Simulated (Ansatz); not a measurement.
# BiN (hypothetical, Fm-3m): thermal expansion from first principles, part 2 of 3

Wanted: α(T), C_P(T) and B(T) of BiN (hypothetical) in the quasi-harmonic approximation. The compound is hypothetical: it was made by swapping elements on a known structure type.

Ansatz 0.2.0; DFT PBEsol, scalar-relativistic, plane waves, PAW.

So far. Step 2 (A first coarse run): The start is under -20 GPa at this level and looks like an insulator or semiconductor on this mesh. The relaxed cell has a = 5.082 Å (conventional setting).

**5. A second relaxation**

The relaxation is run once more from where the first one ended, as the script does after a large change of volume or of the gap, with mesh and occupations reviewed.

Input file input.yaml:

```yaml
crystal:
  lattice:
    - [1.7967276625, 1.0373426252, 2.9340144376]
    - [-1.7967276625, 1.0373426252, 2.9340144376]
    - [0.0, -2.0746809737, 2.9340159497]
  atoms:
    - { symbol: Bi, position: [0.5, 0.5, 0.5] }
    - { symbol: "N", position: [0.0, 0.0, 0.0] }
kpoints:
  mp_grid: { grid: [12, 12, 12] }
hamiltonian:
  xc: pbesol
scf:
  occupations: { method: gaussian, width: 0.01 }
output:
  forces: true
  stress: true
  eigenvalues: true
  write_density: true
  write_potential: true
  elf: true
  volumetric_format: npy
relax:
  adjacent_minimum: "off"
  f_tol: 0.005
  max_steps: 80
  cell: { stress_tol: 0.05 }
```

Command:

```
> ansatz run input.yaml --threads 4 --pin off --max-ram 8192MiB --backend cpu --events-out ev --progress --plain --runs-dir out
```

Log:

```text
Warning: 36 symmetry operations that the atoms keep within the bar at which the run's group was sought (crystal.symmetry.tolerance 1.0e-5, or twice it) were not taken beside the 12 unitary ones that the detection took (of a slab, those that keep its plane). If the more symmetric cell is meant, write the vectors of crystal.lattice to more decimals, or, with the positions in fractional coordinates, give it by lengths a [...]
[...]
Crystal: 2 atoms, lattice volume = 32.811 Å³
Basis set: ecut = 420 eV, 645 PW (Γ), exchange–correlation on 50×50×50 points (8 copies of the dense FFT grid, shifted against one another)
Bands: 14, of which v1, the nominal top of the filled ones, is band 10 counted from 1 (9 counted from 0)
Symmetry: 12 space group operations
[...]
k-points: 189 of 1728
[...]
SCF iter   1: F=—  HF=-12619.181611 eV  |F-HF|=—  |Δ(HF+E_count)|=         —  Δρ=1.83e-2  dr2=1.37e-1  ethr=1.77e-3  ⟨swp⟩=5.9  Hψ=13705  notcnv=0
[...]
SCF iter   6: F=-12619.152128 eV  HF=-12619.152128 eV  |F-HF|=5.07e-9  |Δ(HF+E_count)|=   4.90e-8  Δρ=4.80e-6  dr2=4.97e-9  ethr=3.96e-10  ⟨swp⟩=6.8  Hψ=16755  notcnv=0
SCF 1 converged in 6 iterations: F = -12619.152128 eV  dr2 = 4.97e-9
[...]
relax step   1: F+E_penalty+E_count = -12619.15212838 eV  Δ(F+E_penalty+E_count) = +0.000e0 eV  max|allowed force component| = 1.683e-28 eV/Å  Δτ_max = 0.0000 Å  P = -0.013 GPa  Ω = 32.811 Å³  (6 SCF iters, dr2 threshold 1.00e-7 eV, accepted)
[...]
SCF iter   8: F=-12619.152128 eV  HF=-12619.152128 eV  |F-HF|=1.82e-12  |Δ(HF+E_count)|=  5.46e-12  Δρ=7.41e-10  dr2=1.33e-16  ethr=1.00e-12  ⟨swp⟩=2.5  Hψ=7989  notcnv=0
SCF 2 converged in 8 iterations: F = -12619.152128 eV  dr2 = 1.33e-16
relax step   2: F+E_penalty+E_count = -12619.15212838 eV  Δ(F+E_penalty+E_count) = -2.214e-9 eV  max|allowed force component| = 1.029e-28 eV/Å  Δτ_max = 0.0000 Å  P = -0.013 GPa  Ω = 32.811 Å³  stress off target by 1.38e-2 GPa  SCF on the basis re-selected at this cell (its energy is not comparable with the rows above)  (8 SCF iters)
[...]
SCF converged after 8 iterations
Free energy (F): -12619.152128 eV
[...]
Internal energy: -12619.152128 eV  (E = F + TS)
E sigma→0 (E₀):  -12619.152128 eV
Fermi energy:    13.479834 eV
[...]
--- Stress (GPa, compression-positive) ---
       -0.013835       0.000000      -0.000000
        0.000000      -0.013835       0.000000
       -0.000000       0.000000      -0.012627
  P = ⅓ Tr σ = -0.0134 GPa (-0.134 kbar)
--- Band table (eV; the first three rows and the last of 189) ---
  k-point 0: bands = [... 6 lower, 6.2824, 11.0956, 11.0956, 11.0957, 19.8405, 19.8405, 19.8405, 22.1967]
  k-point 1: bands = [... 6 lower, 6.0067, 11.1249, 11.1250, 11.2695, 18.8875, 19.4384, 19.4384, 21.5560]
  k-point 2: bands = [... 6 lower, 5.2887, 11.2108, 11.2109, 11.6669, 17.2510, 18.5511, 18.5511, 21.2732]
  k-point 188: bands = [... 6 lower, 1.7370, 11.7193, 11.7193, 12.4421, 14.1700, 15.9291, 15.9291, 22.4618]
--- Relaxed structure (1 steps of the walk, 1 accepted, 1 SCFs on fresh bases) ---
[...]
cell:  # Å, volume = 32.8108 Å³
    - [1.796728, 1.037343, 2.934014]
    - [-1.796728, 1.037343, 2.934014]
    - [0.0, -2.074681, 2.934016]
  atoms:
    - { symbol: Bi, position: [0.500000, 0.500000, 0.5] }
    - { symbol: N, position: [0.0, 0.0, 0.0] }
```

The job ended after 2.5 s (4 threads of Arm Neoverse V2, shared host; peak memory 0.39 GiB; 9 s of CPU time).

Little changed from the start: no atom moved by 0.005 Å and no cell edge by 0.1 %.

Read from the output:

* pressure: -0.01343 GPa
* gap on the k-mesh: 0.1945 eV

ELF in the ac plane of the cell as run, not the conventional one, at fractional y = 0.000, with atoms of N within 0.2 Å of it. It is the smooth field of the valence electrons, not physical close to the nuclei.

Values, 14 rows by 14 columns, each cell a mean:
```
0.33 0.43 0.72 0.79 0.61 0.33 0.16 0.11 0.12 0.18 0.40 0.69 0.79 0.65
0.71 0.69 0.77 0.80 0.65 0.39 0.20 0.13 0.12 0.14 0.24 0.49 0.71 0.79
0.79 0.80 0.81 0.78 0.64 0.40 0.21 0.15 0.15 0.15 0.17 0.28 0.49 0.69
0.60 0.69 0.71 0.67 0.53 0.34 0.20 0.16 0.17 0.17 0.16 0.17 0.24 0.40
0.29 0.39 0.44 0.43 0.35 0.24 0.16 0.14 0.16 0.18 0.17 0.15 0.14 0.18
0.15 0.19 0.23 0.24 0.21 0.17 0.13 0.11 0.13 0.16 0.17 0.15 0.12 0.12
0.10 0.12 0.15 0.16 0.16 0.14 0.11 0.10 0.11 0.14 0.16 0.15 0.13 0.11
0.12 0.11 0.13 0.15 0.16 0.15 0.12 0.11 0.13 0.16 0.20 0.21 0.20 0.16
0.23 0.16 0.14 0.16 0.18 0.17 0.15 0.14 0.17 0.24 0.34 0.40 0.39 0.33
0.47 0.31 0.19 0.16 0.17 0.18 0.16 0.16 0.21 0.35 0.53 0.64 0.65 0.61
0.74 0.60 0.38 0.21 0.16 0.16 0.15 0.16 0.24 0.43 0.67 0.78 0.80 0.79
0.77 0.78 0.65 0.38 0.19 0.14 0.13 0.15 0.23 0.44 0.71 0.81 0.77 0.72
0.48 0.72 0.78 0.60 0.31 0.16 0.11 0.12 0.19 0.39 0.69 0.80 0.69 0.43
0.13 0.48 0.77 0.74 0.47 0.23 0.12 0.10 0.15 0.29 0.60 0.79 0.71 0.33
```
Columns run along a (3.6 Å), rows up along c (3.6 Å). Atoms in or near the plane, at fractional coordinates: N at (0.00, 0.00).

Electrostatic potential energy in the ac plane of the cell as run, not the conventional one, at fractional y = 0.000, with atoms of N within 0.2 Å of it. With pseudopotentials it is smooth inside the atoms' cores, unlike the true potential.

Ten even steps from '0' (-44 eV) to '9' (15 eV), each cell a mean:
```
00279999999961
22479999999996
76789999999999
99999999999999
99999999999999
99999999999999
99999999999999
99999999999999
99999999999999
99999999999999
99999999999877
47999999999742
03799999999620
00499999999720
```
Columns run along a (3.6 Å; values clipped at the 3rd and 97th percentile), rows up along c (3.6 Å). Atoms in or near the plane, at fractional coordinates: N at (0.00, 0.00).

Valence density in the ac plane of the cell as run, not the conventional one, at fractional y = 0.000, with atoms of N within 0.2 Å of it. It is the smooth field of the valence electrons, not physical close to the nuclei.

Ten even steps from '0' (0.1 e/Å³) to '9' (3.5 e/Å³), each cell a mean:
```
99620000000137
67521000000013
23320000000001
01110000000000
00000000000000
00000000000000
00000000000000
00000000000000
00000000000000
00000000000010
10000000001222
52100000001356
86200000001379
98510000000269
```
Columns run along a (3.6 Å), rows up along c (3.6 Å). Atoms in or near the plane, at fractional coordinates: N at (0.00, 0.00).

**6. Tight relaxation**

The relaxation is repeated with tighter thresholds on force and stress, since phonons are sensitive to what is left.

input.yaml, the sections that differ from step 5:

```yaml
output:
  forces: true
  stress: true
  eigenvalues: true
relax:
  adjacent_minimum: "off"
  f_tol: 0.001
  max_steps: 60
  cell: { stress_tol: 0.01 }
# crystal, kpoints, hamiltonian, scf: as in step 5
```

Log:

```text
[...]
Crystal: 2 atoms, lattice volume = 32.811 Å³
Basis set: ecut = 420 eV, 645 PW (Γ), exchange–correlation on 50×50×50 points (8 copies of the dense FFT grid, shifted against one another)
Bands: 14, of which v1, the nominal top of the filled ones, is band 10 counted from 1 (9 counted from 0)
Symmetry: 12 space group operations
[...]
k-point 188: bands = [... 6 lower, 1.7383, 11.7208, 11.7208, 12.4439, 14.1722, 15.9312, 15.9312, 22.4640]
--- Relaxed structure (3 steps of the walk, 2 accepted, 1 SCFs on fresh bases) ---
[...]
cell:  # Å, volume = 32.8077 Å³
    - [1.796663, 1.037306, 2.933943]
    - [-1.796663, 1.037306, 2.933943]
    - [0, -2.074607, 2.933945]
  atoms:
    - { symbol: Bi, position: [0.5, 0.5, 0.5] }
    - { symbol: N, position: [0, 0, 0] }
[key lines of the parts left out:]
SCF converged after 8 iterations
Free energy (F): -12619.152119 eV
Fermi energy:    13.481821 eV
P = ⅓ Tr σ = -0.0003 GPa (-0.003 kbar)
```

Wall time 4.5 s (4 threads); peak memory 0.4 GiB; 16 s of CPU time.

Little changed from the start: no atom moved by 0.005 Å and no cell edge by 0.1 %.

Numbers from this step:

```
pressure          : -3.20e-4 GPa
gap on the k-mesh : 0.1946 eV
volume per atom   : 16.40 Å³
```

The residual pressure is -3.2e-4 GPa, small enough for phonons.

**7. Phonons on strained cells, q-mesh 2×2×2**

Thermal expansion follows from how the phonon free energy changes with strain, so the program makes strained cells, their phonons and a fit in one run.

input.yaml, the sections that differ from step 6:

```yaml
crystal:
  lattice:
    - [1.7966634, 1.0373055232, 2.9339434924]
    - [-1.7966634, 1.0373055232, 2.9339434924]
    - [0.0, -2.0746067697, 2.9339450044]
  atoms:
    - { symbol: Bi, position: [0.5, 0.5, 0.5] }
    - { symbol: "N", position: [0.0, 0.0, 0.0] }
output:
  eigenvalues: true
phonons:
  method: dfpt
  qmesh: [2, 2, 2]
  temperatures: { t_max: 1200.0, t_step: 50 }
  thermal_expansion: {}
# kpoints, hamiltonian, scf: as in step 6
# relax: removed
```

Log:

```text
Warning: crystal.lattice misses the space group found at crystal.symmetry.tolerance 1.0e-5 in a digit that the deck types, which is why this is a warning: making the lattice exact moves one of its numbers by a whole unit of that number's last typed decimal, or more. The operation that it misses by the most changes a squared length by the fraction 3.18e-6. The run uses the lattice that is a stretch of the typed one, with no rotation, onto the one that keeps every operation to a double's rounding (on a very oblique basis the stretch itself rounds by more); the deck's lattice vector that moved farthest moved by 3.50e-6 Å. [rest of the remark cut]
The last accepted step is kept in <dir> (removed where the run ends without a failure and the disk answers)
Engine: ansatz 0.2.0, aarch64-unknown-linux-gnu
Pseudopotentials: kind: paw
Pseudopotential: Bi, paw, valence charge 15, recommended cutoff 420 eV (normal), Bi.paw.azcp
Pseudopotential: N, paw, valence charge 5, recommended cutoff 420 eV (normal), N.paw.azcp
Functional definition: PBEsol
  exchange = pbesol_x
  correlation = pbesol_c
Crystal: 2 atoms, lattice volume = 32.808 Å³
Basis set: ecut = 487.2 eV, 821 PW (Γ), exchange–correlation on 54×54×54 points (8 copies of the dense FFT grid, shifted against one another)
Bands: 14, of which v1, the nominal top of the filled ones, is band 10 counted from 1 (9 counted from 0)
Symmetry: 48 space group operations
Space group: Fm-3m (ITA 225), of the structure as read, at distance tolerance 3.2e-5 Å
k-points: 72 of 1728
Non-local potential: Bi, projectors of the file, l = 0: 2, l = 1: 2, l = 2: 2, l = 3: 2
Non-local potential: N, projectors of the file, l = 0: 2, l = 1: 2, l = 2: 1
PAW form: soft (Blöchl's): semilocal exchange-correlation on the pseudo side does not see the compensation charge
PAW frozen core: Bi, regenerated for the run's functional, and the local potential with it (the file was generated under x = pbe(κ = 0.804, μ = 0.219515), c = pbe(β = 0.066725))
PAW frozen core: N, regenerated for the run's functional, and the local potential with it (the file was generated under x = pbe(κ = 0.804, μ = 0.219515), c = pbe(β = 0.066725))
PAW one-centre angular grid: Bi, 590 points (default); XC on 64 Gauss nodes
PAW one-centre angular grid: N, 110 points (default); XC on 64 Gauss nodes
Initial density: superposition of atomic densities (neutral atoms: chi_scale 0, normalization atom), corrected by the library's trained network
Initial wavefunctions: pseudopotential atomic-orbital guess
Functional: x = pbesol(κ = 0.804, μ = 0.123457), c = pbesol(β = 0.046)
SCF iter   1: F=—  HF=-12619.186948 eV  |F-HF|=—  |Δ(HF+E_count)|=         —  Δρ=1.82e-2  dr2=1.35e-1  ethr=1.77e-3  ⟨swp⟩=6.0  Hψ=5241  notcnv=0
[...]
Free energy (F): -12619.157814 eV
Harris-Foulkes:  -12619.157814 eV  (|F-HF|=1.82e-12)
Internal energy: -12619.157814 eV  (E = F + TS)
E sigma→0 (E₀):  -12619.157814 eV
Fermi energy:    13.481928 eV
--- Per-component energies (eV) ---
  E_band       = -28.234171
  E_kinetic    = 428.056607
  E_local      = -1382.267117  (includes V_loc(G=0)·N_el)
  E_nonlocal   = 611.367892
  E_hartree    = 420.369198
  E_xc         = -210.526965
  E_vxc        = -220.907389  (∫ρ·V_xc dr)
  E_paw        = -10630.721239  (= ΣΔE_a)
  E_vpaw       = -305.222234  (= ΣTr[D̂ρ^β])
  E_aug_tail   = -0.000318  (compensation charges beyond the density's cutoff)
  E_ewald      = -1855.553723
  E_core_change = 0.117851  (= ΣΔE_core)
  E_smearing   = -0.000000  (= −TS)
  E_closure    = 0.000000  (closes the sum)
  Σ components = -12619.157814   (vs F -12619.157814, Δ=0.00e0)
--- Forces (eV/Å), atoms counted from 1 ---
  atom   1  Bi    -0.00000000    -0.00000000    -0.00000000
  atom   2  N      0.00000000    -0.00000000    -0.00000000
  max |Σ_I F_I| component: 1.18e-28 eV/Å
--- Stress (GPa, compression-positive) ---
        0.021595       0.000000       0.000000
       -0.000000       0.021595       0.000000
        0.000000       0.000000       0.021595
  P = ⅓ Tr σ = 0.0216 GPa (0.216 kbar)
--- Band table (eV; the first three rows and the last of 72) ---
  k-point 0: bands = [... 6 lower, 6.2858, 11.0971, 11.0971, 11.0971, 19.8432, 19.8432, 19.8432, 22.1974]
  k-point 1: bands = [... 6 lower, 6.0099, 11.1263, 11.1263, 11.2708, 18.8898, 19.4408, 19.4408, 21.5572]
  k-point 2: bands = [... 6 lower, 5.2916, 11.2123, 11.2123, 11.6689, 17.2531, 18.5534, 18.5534, 21.2746]
  k-point 71: bands = [... 6 lower, 3.1803, 7.5840, 7.5840, 12.7465, 15.7193, 17.8689, 17.8689, 23.8204]
── thermal expansion: 3 new cells, 3 in all ──
thermal expansion: relaxation of cell 2
thermal expansion: relaxation of cell 3
── thermal expansion: 2 new cells, 5 in all ──
thermal expansion: relaxation of cell 4
thermal expansion: lower-state search of cell 4
thermal expansion: electrons of cell 4
thermal expansion: phonons of cell 4
WARN: thermal expansion: phonon_interpolation_lacks_dipole_term in the phonons of 1 cell: 4
WARN: thermal expansion: vibrations_at_or_below_zero in the phonons of 1 cell: 4
this run last wrote the structure of step 1 to <dir>
--- Relaxed structure (1 steps of the walk, 1 accepted, 0 SCFs on fresh bases) ---
  F+E_penalty+E_count = -12619.15781377 eV   max|allowed force component| = 5.903e-29 eV/Å
  atoms:
    - { symbol: Bi, position: [0.5, 0.5, 0.500000] }
    - { symbol: N, position: [0.0, 0.0, 0.0] }
--- Thermal expansion: 5 cells in 2 rounds, 0 GPa ---
  no lower state was reached at cell 4
  not told: vibrations stand at or below zero in cell 4 (1.500 modes a cell, the lowest at -204.9 cm⁻¹): the crystal is at no minimum there, or its k-points are too few: type the crystal that it becomes, another pressure, or a denser kpoints.mp_grid, in a new run
  phonon_interpolation_lacks_dipole_term in the phonons of 1 cell: 4
  vibrations_at_or_below_zero in the phonons of 1 cell: 4
Error: vibrations stand at or below zero in cell 4 (1.500 modes a cell, the lowest at -204.9 cm⁻¹): the crystal is at no minimum there, or its k-points are too few: type the crystal that it becomes, another pressure, or a denser kpoints.mp_grid, in a new run
[key lines of the parts left out:]
SCF converged after 8 iterations
```

Wall time 88 s (4 threads); peak memory 1 GiB; 5.5 min of CPU time.

The run ended with an error.

The program's message: “vibrations stand at or below zero in cell 4 (1.500 modes a cell, the lowest at -204.9 cm⁻¹): the crystal is at no minimum there, or its k-points are too few: type the crystal that it becomes, another …”

(Continued in part 3 of 3.)

[Long decimals in the printed logs are rounded to 6 places.]

[Logs are printed without paths, hosts, clocks, repeated set-up lines and the standing remarks that a program may print on its own settings, such as how far it seeks lower states.]

[Hosts, paths, dates, database ids (printed as entryN), source tags and the programs' standing remarks are cut or masked in the printed files.]

[Where the starting crystal was built by hand or by swapping elements, it need not be the compound's stable phase.]

[A step with changed settings may run another functional than the one named; its input shows which.]

[Pressures of single members of a volume series are the stress at the run's cutoff; with an incomplete basis they can lie off −dE/dV of the same runs, and they are not shown converged.]
